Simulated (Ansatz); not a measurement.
# BiAs (model cell, started as wurtzite): relaxing the cell for a phonon run

Task: relax BiAs (model cell, started as wurtzite) tightly.

Method: DFT PBEsol, scalar-relativistic, plane waves, PAW, in Ansatz 0.2.0.

The structure was built from a prototype and need not be the compound's stable phase.

## 1. The starting structure

Symmetry: P6_3mc, No. 186, hexagonal system. The conventional cell has a = 4.728 Å, b = 4.728 Å, c = 7.721 Å, α = 90.00°, β = 90.00°, γ = 120.00°. Nearest to Bi lie 4 As at 2.90 Å. As has 4 Bi at 2.90 Å nearest. Farther neighbours are not listed.

## 2. A coarse first look

First a cheap look: the gap decides the mesh and the occupations, the pressure tells how far the cell has to move.

Input file input.yaml:

```yaml
crystal:
  lattice:
    - [4.72784, 0.0, 0.0]
    - [-2.36392, 4.09443, 0.0]
    - [0.0, 0.0, 7.72057]
  atoms:
    - { symbol: Bi, position: [0.333333, 0.666667, 0.0] }
    - { symbol: Bi, position: [0.666667, 0.333333, 0.5] }
    - { symbol: As, position: [0.333333, 0.666667, 0.375] }
    - { symbol: As, position: [0.666667, 0.333333, 0.875] }
kpoints:
  mp_grid: { grid: [6, 6, 4] }
hamiltonian:
  xc: pbesol
scf:
  occupations: { method: gaussian, width: 0.1 }
output:
  forces: true
  stress: true
  eigenvalues: true
```

Run with:

```sh
> ansatz run input.yaml --threads 4 --pin off --max-ram 7168MiB --backend cpu --events-out ev --progress --plain --runs-dir out
```

Numbers of over 12 decimals in the logs are rounded to 6 here.

The program printed:

```text
[...]
k-point 0: bands = [... 26 lower, 4.0297, 4.8622, 4.9490, 4.9490, 7.3019, 7.3019, 7.5659, 8.7588, ... 2 higher]
  k-point 1: bands = [... 26 lower, 4.1327, 4.7660, 4.7660, 4.8297, 7.5345, 7.5345, 7.5670, 8.5369, ... 2 higher]
  k-point 2: bands = [... 26 lower, 4.4138, 4.4138, 4.4472, 4.4472, 8.0388, 8.0388, 8.0388, 8.0388, ... 2 higher]
  k-point 20: bands = [... 26 lower, 3.7309, 3.7309, 5.4227, 5.4227, 8.7116, 8.7116, 9.1753, 9.1753, ... 2 higher]
[key lines of the parts left out:]
SCF converged after 6 iterations
Free energy (F): -34109.228913 eV
Fermi energy:    7.041576 eV
P = ⅓ Tr σ = -1.6253 GPa (-16.253 kbar)
```

Run time: 2.4 s. Hardware: 4 threads of Arm Neoverse V2, shared host; peak memory 0.44 GiB.

Numbers from this step:

| Quantity | Value |
| --- | --- |
| pressure | -1.625 GPa |
| volume per atom | 37.36 Å³ |
| gap on the k-mesh | 0.3421 eV |
| direct gap on mesh | 0.7412 eV |

The coarse mesh shows a gap of 0.34 eV and a pressure of -1.6 GPa.

## 3. Relaxation, k-mesh 9×9×4, smearing width 0.02 eV

Harmonic phonons are second derivatives at a point where the forces vanish, and they are wanted at zero stress, so atoms and cell are relaxed first.

input.yaml, the sections that differ from step 2:

```yaml
kpoints:
  mp_grid: { grid: [9, 9, 4] }
scf:
  occupations: { method: gaussian, width: 0.02 }
relax:
  adjacent_minimum: "off"
  f_tol: 0.005
  max_steps: 80
  cell: { stress_tol: 0.05 }
# crystal, hamiltonian, output: as in step 2
```

The program printed:

```text
[...]
Crystal: 4 atoms, lattice volume = 149.453 Å³
Basis set: ecut = 420 eV, 2875 PW (Γ), exchange–correlation on 64×64×108 points (8 copies of the dense FFT grid, shifted against one another)
Bands: 36, of which v1, the nominal top of the filled ones, is band 30 counted from 1 (29 counted from 0)
Symmetry: 12 space group operations
[...]
k-points: 36 of 324 (time reversal used)
[...]
SCF iter   1: F=—  HF=-34109.231387 eV  |F-HF|=—  |Δ(HF+E_count)|=         —  Δρ=1.59e-3  dr2=4.27e-3  ethr=1.77e-3  ⟨swp⟩=6.6  Hψ=5273  notcnv=0
[...]
SCF iter   7: F=-34109.229248 eV  HF=-34109.229248 eV  |F-HF|=2.34e-8  |Δ(HF+E_count)|=   5.87e-8  Δρ=3.19e-6  dr2=1.16e-8  ethr=1.67e-10  ⟨swp⟩=9.0  Hψ=5827  notcnv=0
SCF 1 converged in 7 iterations: F = -34109.229248 eV  dr2 = 1.16e-8
[...]
relax step   1: F+E_penalty+E_count = -34109.22924846 eV  Δ(F+E_penalty+E_count) = +0.000e0 eV  max|allowed force component| = 1.045e-1 eV/Å  Δτ_max = 0.0000 Å  P = -1.638 GPa  Ω = 149.453 Å³  (7 SCF iters, dr2 threshold 1.00e-7 eV, accepted)
Crystal: 4 atoms, lattice volume = 139.729 Å³
Basis set: ecut = 420 eV, 2731 PW (Γ), exchange–correlation on 64×64×108 points (8 copies of the dense FFT grid, shifted against one another)
[...]
iter 1 solved again at ethr=1.18e-5 eV; its pass at ethr=3.10e-3 eV (dr2=7.07e-3 eV) is discarded
[...]
SCF iter   6: F=-34109.261165 eV  HF=-34109.261165 eV  |F-HF|=5.13e-8  |Δ(HF+E_count)|=   1.97e-7  Δρ=5.81e-6  dr2=4.83e-8  ethr=6.67e-10  ⟨swp⟩=7.0  Hψ=5815  notcnv=0
SCF 2 converged in 6 iterations: F = -34109.261165 eV  dr2 = 4.83e-8
relax step   2: F+E_penalty+E_count = -34109.26116484 eV  Δ(F+E_penalty+E_count) = -3.192e-2 eV  max|allowed force component| = 1.245e-1 eV/Å  Δτ_max = 0.0009 Å  P = +1.323 GPa  Ω = 139.729 Å³  energy of the carried Pulay correction = +1.193e-3 eV  (6 SCF iters, dr2 threshold 4.00e-7 eV, accepted)
Crystal: 4 atoms, lattice volume = 142.649 Å³
Basis set: ecut = 420 eV, 2803 PW (Γ), exchange–correlation on 64×64×108 points (8 copies of the dense FFT grid, shifted against one another)
[...]
SCF iter   5: F=-34109.293382 eV  HF=-34109.293382 eV  |F-HF|=1.55e-7  |Δ(HF+E_count)|=   3.15e-7  Δρ=1.09e-5  dr2=2.55e-7  ethr=6.67e-10  ⟨swp⟩=6.8  Hψ=6064  notcnv=0
SCF 3 converged in 5 iterations: F = -34109.293382 eV  dr2 = 2.55e-7
[...]
relax step   3: F+E_penalty+E_count = -34109.29338172 eV  Δ(F+E_penalty+E_count) = -3.222e-2 eV  max|allowed force component| = 4.409e-3 eV/Å  Δτ_max = 0.0251 Å  P = +0.258 GPa  Ω = 142.649 Å³  energy of the carried Pulay correction = +8.263e-4 eV  (5 SCF iters, dr2 threshold 4.00e-7 eV, accepted)
[...]
relax step   4: F+E_penalty+E_count = -34109.37596581 eV  Δ(F+E_penalty+E_count) = -8.258e-2 eV  max|allowed force component| = 5.591e-2 eV/Å  Δτ_max = 0.0796 Å  P = -0.910 GPa  Ω = 144.292 Å³  energy of the carried Pulay correction = +6.234e-4 eV  (7 SCF iters, dr2 threshold 4.00e-7 eV, accepted)
[...]
relax step   5: F+E_penalty+E_count = -34109.45766110 eV  Δ(F+E_penalty+E_count) = -8.170e-2 eV  max|allowed force component| = 4.116e-2 eV/Å  Δτ_max = 0.0688 Å  P = -1.052 GPa  Ω = 141.593 Å³  energy of the carried Pulay correction = +9.582e-4 eV  (6 SCF iters, dr2 threshold 4.00e-7 eV, accepted)
[...]
relax step   6: F+E_penalty+E_count = -34109.50446227 eV  Δ(F+E_penalty+E_count) = -4.680e-2 eV  max|allowed force component| = 1.630e-1 eV/Å  Δτ_max = 0.0756 Å  P = +0.021 GPa  Ω = 134.810 Å³  energy of the carried Pulay correction = +1.828e-3 eV  (7 SCF iters, dr2 threshold 4.00e-7 eV, accepted)
[...]
relax step   7: F+E_penalty+E_count = -34109.50741843 eV  Δ(F+E_penalty+E_count) = -2.956e-3 eV  max|allowed force component| = 3.709e-2 eV/Å  Δτ_max = 0.0044 Å  P = +0.438 GPa  Ω = 133.590 Å³  energy of the carried Pulay correction = +1.988e-3 eV  (5 SCF iters, dr2 threshold 4.00e-7 eV, accepted)
[...]
relax step   8: F+E_penalty+E_count = -34109.51160715 eV  Δ(F+E_penalty+E_count) = -4.189e-3 eV  max|allowed force component| = 5.259e-3 eV/Å  Δτ_max = 0.0213 Å  P = +0.061 GPa  Ω = 133.795 Å³  energy of the carried Pulay correction = +1.961e-3 eV  (5 SCF iters, dr2 threshold 4.00e-7 eV, accepted)
[...]
relax step   9: F+E_penalty+E_count = -34109.51161489 eV  Δ(F+E_penalty+E_count) = -7.742e-6 eV  max|allowed force component| = 7.692e-5 eV/Å  Δτ_max = 0.0003 Å  P = -0.010 GPa  Ω = 133.988 Å³  energy of the carried Pulay correction = +1.936e-3 eV  (4 SCF iters, dr2 threshold 9.39e-9 eV, accepted)
Basis set: ecut = 420 eV, 2667 PW (Γ), exchange–correlation on 72×72×90 points (8 copies of the dense FFT grid, shifted against one another)
[...]
SCF iter   7: F=-34109.511077 eV  HF=-34109.511077 eV  |F-HF|=3.64e-11  |Δ(HF+E_count)|=  1.89e-10  Δρ=1.02e-7  dr2=1.31e-11  ethr=1.00e-12  ⟨swp⟩=3.4  Hψ=5035  notcnv=0
SCF 10 converged in 7 iterations: F = -34109.511077 eV  dr2 = 1.31e-11
relax step  10: F+E_penalty+E_count = -34109.51107670 eV  Δ(F+E_penalty+E_count) = +5.382e-4 eV  max|allowed force component| = 4.059e-4 eV/Å  Δτ_max = 0.0000 Å  P = -0.011 GPa  Ω = 133.988 Å³  stress off target by 1.65e-2 GPa  SCF on the basis re-selected at this cell (its energy is not comparable with the rows above)  (7 SCF iters)
basis re-selected at this cell: Δ(F+E_penalty+E_count) = +5.382e-4 eV, ΔP = -0.001 GPa vs the last step (what re-selecting the basis moved, of the pressure what is left beyond the Pulay correction that the steps carried, after the strain that the cell walked since its last selection, with what the two solves' SCF thresholds leave and, on support functions, any second-order correction that the steps lacked; it is no measure of the basis error at this ecutwfc). The dense FFT grid was sized anew with the basis: this SCF ran on 36×36×45 points, the steps before it on 32×32×54, so part of this shift can come from that change (see relax.cell in the input reference). [rest of the remark cut]
SCF converged after 7 iterations
Free energy (F): -34109.511077 eV
[...]
Internal energy: -34109.510529 eV  (E = F + TS)
E sigma→0 (E₀):  -34109.510803 eV
Entropy (-TS):   -0.000548 eV (-0.137 meV/atom)
Fermi energy:    8.097733 eV
[...]
--- Forces (eV/Å), atoms counted from 1 ---
  atom   1  Bi     0.00000000     0.00000000    -0.00040593
  atom   2  Bi     0.00000000    -0.00000000    -0.00040593
  atom   3  As     0.00000000     0.00000000     0.00040588
  atom   4  As     0.00000000    -0.00000000     0.00040588
  max |Σ_I F_I| component: 8.82e-8 eV/Å
--- Stress (GPa, compression-positive) ---
       -0.008457       0.000000      -0.000000
        0.000000      -0.008457      -0.000000
       -0.000000      -0.000000      -0.016488
  P = ⅓ Tr σ = -0.0111 GPa (-0.111 kbar)
--- Band table (eV; the first three rows and the last of 36) ---
  k-point 0: bands = [... 26 lower, 4.3679, 6.1458, 6.1458, 6.1757, 8.1522, 8.1522, 10.3311, 10.3311, ... 2 higher]
  k-point 1: bands = [... 26 lower, 4.5648, 5.7860, 5.7860, 6.9094, 8.4000, 8.4000, 9.2704, 9.8595, ... 2 higher]
  k-point 2: bands = [... 26 lower, 5.1040, 5.1040, 5.7775, 5.7775, 9.0347, 9.0347, 9.0347, 9.0347, ... 2 higher]
  k-point 35: bands = [... 26 lower, 6.2694, 6.2694, 7.5881, 7.5881, 8.6250, 8.6250, 9.1592, 9.1592, ... 2 higher]
--- Relaxed structure (9 steps of the walk, 9 accepted, 1 SCFs on fresh bases) ---
  F+E_penalty+E_count = -34109.51107670 eV   max|allowed force component| = 4.059e-4 eV/Å   (the final SCF, on the basis selected at the relaxed cell)
  cell:  # Å, volume = 133.9883 Å³
    - [4.977871, 0, 0]
    - [-2.488935, 4.310963, 0]
    - [0, 0, 6.243799]
  atoms:
    - { symbol: Bi, position: [0.333333, 0.666667, -0.035513] }
    - { symbol: Bi, position: [0.666667, 0.333333, 0.464487] }
    - { symbol: As, position: [0.333333, 0.666667, 0.410513] }
    - { symbol: As, position: [0.666667, 0.333333, 0.910513] }
```

It took 53 s on 4 threads; peak memory 0.54 GiB; 3.4 min of CPU time.

Step by step:

```
step  energy less that of the first step (eV)  largest force component (eV/Å)  pressure (GPa)  volume (Å³)
   1                                   0.0000                          0.1045           -1.64       149.45
   2                                  -0.0319                          0.1245            1.32       139.73
   3                                  -0.0641                          0.0044            0.26       142.65
   4                                  -0.1467                          0.0559           -0.91       144.29
   5                                  -0.2284                          0.0412           -1.05       141.59
   6                                  -0.2752                          0.1630            0.02       134.81
   7                                  -0.2782                          0.0371            0.44       133.59
   8                                  -0.2824                          0.0053            0.06       133.79
   9                                  -0.2824                          0.0001           -0.01       133.99
 10*                                  -0.2818                          0.0004           -0.01       133.99
```

Relaxation steps marked * repeat the geometry before them on a plane-wave basis chosen anew for their cell, so energy and pressure can jump there.

The run keeps the 12 symmetry operations that it works with, so distortions that break them were not tested.

```
     cell as run  before  after   change
           a (Å)   4.728  4.978   +5.3 %
           b (Å)   4.728  4.978   +5.3 %
           c (Å)   7.721  6.244  -19.1 %
volume (Å³/atom)   37.36  33.50  -10.3 %
```

The atoms that moved most (Å, as changes of fractional coordinates times the final cell):

| atom | dx | dy | dz | length |
| --- | --- | --- | --- | --- |
| As3 | 0.000 | 0.000 | 0.222 | 0.222 |
| Bi2 | 0.000 | 0.000 | -0.222 | 0.222 |
| Bi1 | 0.000 | 0.000 | -0.222 | 0.222 |
| As4 | 0.000 | 0.000 | 0.222 | 0.222 |

The relaxed structure:

```cif
data_structure
_symmetry_space_group_name_H-M 'P 1'
_symmetry_Int_Tables_number 1
_cell_length_a 4.9779
_cell_length_b 4.9779
_cell_length_c 6.2438
_cell_angle_alpha 90.000
_cell_angle_beta 90.000
_cell_angle_gamma 120.000
_cell_volume 133.99
loop_
_atom_site_label
_atom_site_type_symbol
_atom_site_fract_x
_atom_site_fract_y
_atom_site_fract_z
_atom_site_occupancy
Bi1 Bi 0.33333 0.66667 0.96449 1
Bi2 Bi 0.66667 0.33333 0.46449 1
As3 As 0.33333 0.66667 0.41051 1
As4 As 0.66667 0.33333 0.91051 1
```

Numbers from this step:

```
pressure           : -0.01113 GPa
volume per atom    : 33.50 Å³
gap on the k-mesh  : 0.01623 eV
direct gap on mesh : 0.7005 eV
```

In this step the volume went from 37.36 to 33.50 Å³/atom.

## 4. Bringing the structure to rest, k-mesh 9×9×6, smearing width 0.1 eV

The relaxation is repeated from its end, on the mesh and smearing that suit the cell and gap now reached.

Input file input.yaml:

```yaml
crystal:
  lattice:
    - [4.9778707423, 0.0, 0.0]
    - [-2.4889353712, 4.3109625196, 0.0]
    - [0.0, 0.0, 6.2437987764]
  atoms:
    - { symbol: Bi, position: [0.3333333333, 0.6666666667, -0.0355134061] }
    - { symbol: Bi, position: [0.6666666667, 0.3333333333, 0.4644865939] }
    - { symbol: As, position: [0.3333333333, 0.6666666667, 0.4105134061] }
    - { symbol: As, position: [0.6666666667, 0.3333333333, 0.9105134061] }
kpoints:
  mp_grid: { grid: [9, 9, 6] }
hamiltonian:
  xc: pbesol
scf:
  occupations: { method: gaussian, width: 0.1 }
output:
  forces: true
  stress: true
  eigenvalues: true
  write_density: true
  write_potential: true
  elf: true
  volumetric_format: npy
relax:
  adjacent_minimum: "off"
  f_tol: 0.005
  max_steps: 80
  cell: { stress_tol: 0.05 }
```

The program printed:

```text
[...]
Crystal: 4 atoms, lattice volume = 133.988 Å³
Basis set: ecut = 420 eV, 2667 PW (Γ), exchange–correlation on 72×72×90 points (8 copies of the dense FFT grid, shifted against one another)
Bands: 36, of which v1, the nominal top of the filled ones, is band 30 counted from 1 (29 counted from 0)
Symmetry: 12 space group operations
[...]
k-points: 48 of 486 (time reversal used)
[...]
--- Relaxed structure (3 steps of the walk, 3 accepted, 1 SCFs on fresh bases) ---
[...]
cell:  # Å, volume = 134.2305 Å³
    - [4.978724, 2.8872541938554365e-11, 0]
    - [-2.489362, 4.311701, 0]
    - [0, 0, 6.252946]
  atoms:
    - { symbol: Bi, position: [0.333333, 0.666667, -0.034436] }
    - { symbol: Bi, position: [0.666667, 0.333333, 0.465564] }
    - { symbol: As, position: [0.333333, 0.666667, 0.409436] }
    - { symbol: As, position: [0.666667, 0.333333, 0.909436] }
[key lines of the parts left out:]
SCF converged after 5 iterations
Free energy (F): -34109.509327 eV
Fermi energy:    8.073006 eV
P = ⅓ Tr σ = 0.0018 GPa (0.018 kbar)
```

The job ended after 25 s (4 threads; peak memory 0.56 GiB).

Step by step:

```
step  energy less that of the first step (eV)  largest force component (eV/Å)  pressure (GPa)  volume (Å³)
   1                                   0.0000                          0.0386           -0.02       133.99
   2                                  -0.0003                          0.0112            0.03       134.11
   3                                  -0.0004                          0.0002            0.00       134.23
  4*                                  -0.0004                          0.0002            0.00       134.23
```

Relaxation steps marked * repeat the geometry before them on a plane-wave basis chosen anew for their cell, so energy and pressure can jump there.

The run keeps the 12 symmetry operations that it works with, so distortions that break them were not tested.

```csv
"conventional cell, symmetrised",before,after,change
a (Å),4.978,4.979,+0.0 %
b (Å),4.978,4.979,+0.0 %
c (Å),6.244,6.253,+0.1 %
volume (Å³/atom),33.50,33.56,+0.2 %
```

The relaxed structure:

```cif
data_structure
_symmetry_space_group_name_H-M 'P 1'
_symmetry_Int_Tables_number 1
_cell_length_a 4.9787
_cell_length_b 4.9787
_cell_length_c 6.2529
_cell_angle_alpha 90.000
_cell_angle_beta 90.000
_cell_angle_gamma 120.000
_cell_volume 134.23
loop_
_atom_site_label
_atom_site_type_symbol
_atom_site_fract_x
_atom_site_fract_y
_atom_site_fract_z
_atom_site_occupancy
Bi1 Bi 0.33333 0.66667 0.96556 1
Bi2 Bi 0.66667 0.33333 0.46556 1
As3 As 0.33333 0.66667 0.40944 1
As4 As 0.66667 0.33333 0.90944 1
```

Numbers from this step:

```yaml
pressure: 0.001778 GPa
volume_per_atom: 33.56 Å³
gap_on_the_k_mesh: 0.01643 eV
direct_gap_on_mesh: 0.7055 eV
```

(Continued in part 2 of 2.)

[Logs are printed without paths, hosts, clocks, repeated set-up lines and the standing remarks that a program may print on its own settings, such as how far it seeks lower states.]

[Hosts, paths, dates, database ids (printed as entryN), source tags and the programs' standing remarks are cut or masked in the printed files.]
